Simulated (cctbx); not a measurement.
**What is wrong with this refinement?**

Cell a = 4.8710 Å, b = 13.1160 Å, c = 12.8830 Å, α = 90.00°, β = 90.00°, γ = 90.00°; space group Cmcm (no. 63). The compound is MnFeBr5.

The data are simulated with cctbx, not measured: Mo Kα, λ = 0.71073 Å, to d = 0.7 Å, 70 % of the full sphere, strongest reflection 20000 counts, noise from counting, a 6 % proportional error and a noise floor of 15 counts (s.d.); no absorption, and some extinction, which the refinements don't model.

An anisotropic refinement with weights 1/σ² prints:

```text
Rint 0.052, 708 unique reflections to 0.70 A
cycle     R1     wR2    GooF  max shift (A)
   1  0.0249  0.0533   1.184   0.00016
   2  0.0218  0.0457   1.014   0.00000
final R1 0.0218 wR2 0.0457 GooF 1.014  parameters 24  data/parameter 29.5
atom        x        y        z      Ueq    occ   su(xyz)  su(Uiso or U11)
Br1    0.00000  0.31212  0.25000   0.0112  1.000  0.00004  0.0002
Br2    0.00000  0.07031  0.88586   0.0110  1.000  0.00003  0.0002
Br3    0.00000  0.33598  0.88360   0.0111  1.000  0.00003  0.0002
Fe1    0.50000  0.29301  0.25000   0.0117  1.000  0.00006  0.0003
Mn1    0.50000  0.00000  0.00000   0.0115  1.000  0.00000  0.0004
difference map: max 1.17 min -1.40 rms 0.25
Q1    0.0000  0.4517  0.6684    8    1.19  1.66 A from Br3
Q2    0.0000  0.1579  0.5736    8    1.16  1.26 A from Br2
Q3    0.1230  0.3134  0.7500    8    1.06  1.52 A from Fe1
Q4    0.0000  0.1367  0.6883    8    0.80  1.22 A from Fe1
Q5    0.2468  0.1668  0.5723   16    0.79  1.83 A from Br2
Q6    0.0000  0.2499  0.2030    8    0.78  1.02 A from Br1
```

**Question.** Can this result stand? If not, what is the likely fault?

It can stand. The set-up had a fault (anomalous dispersion left out), but the figures of merit move little: R1 = 0.0218, wR2 = 0.0457, GooF = 1.01 against R1 = 0.0208, wR2 = 0.0441, GooF = 0.98 for the right model.

The compound is MnFeBr5. The right model at the same level gives:

```text
Rint 0.052, 708 unique reflections to 0.70 A
cycle     R1     wR2    GooF  max shift (A)
   1  0.0209  0.0444   0.985   0.00007
   2  0.0208  0.0441   0.979   0.00000
final R1 0.0208 wR2 0.0441 GooF 0.979  parameters 24  data/parameter 29.5
atom        x        y        z      Ueq    occ   su(xyz)  su(Uiso or U11)
Br1    0.00000  0.31212  0.25000   0.0110  1.000  0.00004  0.0002
Br2    0.00000  0.07031  0.88585   0.0108  1.000  0.00003  0.0002
Br3    0.00000  0.33599  0.88360   0.0109  1.000  0.00003  0.0002
Fe1    0.50000  0.29301  0.25000   0.0131  1.000  0.00006  0.0003
Mn1    0.50000  0.00000  0.00000   0.0129  1.000  0.00000  0.0004
difference map: max 1.02 min -1.40 rms 0.25
Q1    0.0000  0.4518  0.6702    8    1.03  1.67 A from Br3
Q2    0.0000  0.1604  0.5734    8    1.02  1.29 A from Br2
Q3    0.1236  0.3156  0.7500    8    0.93  1.55 A from Fe1
Q4    0.0000  0.4023  0.5737    8    0.88  1.03 A from Br3
Q5    0.0000  0.1767  0.1998    8    0.78  1.89 A from Br1
Q6    0.0000  0.2741  0.5718    8    0.75  0.99 A from Br3
```

Isotropic U is held between 0.0001 and 1 Å² by the program, and listed peak heights are interpolated, so they can pass the grid's maximum.

The model is made up (kin elements in a known structure type, no relaxation), so it says nothing on whether the phase exists.

[Middle refinement cycles are left out of these outputs.]

[Logs are printed without paths, hosts, clocks, repeated set-up lines and the standing remarks that a program may print on its own settings, such as how far it seeks lower states.]
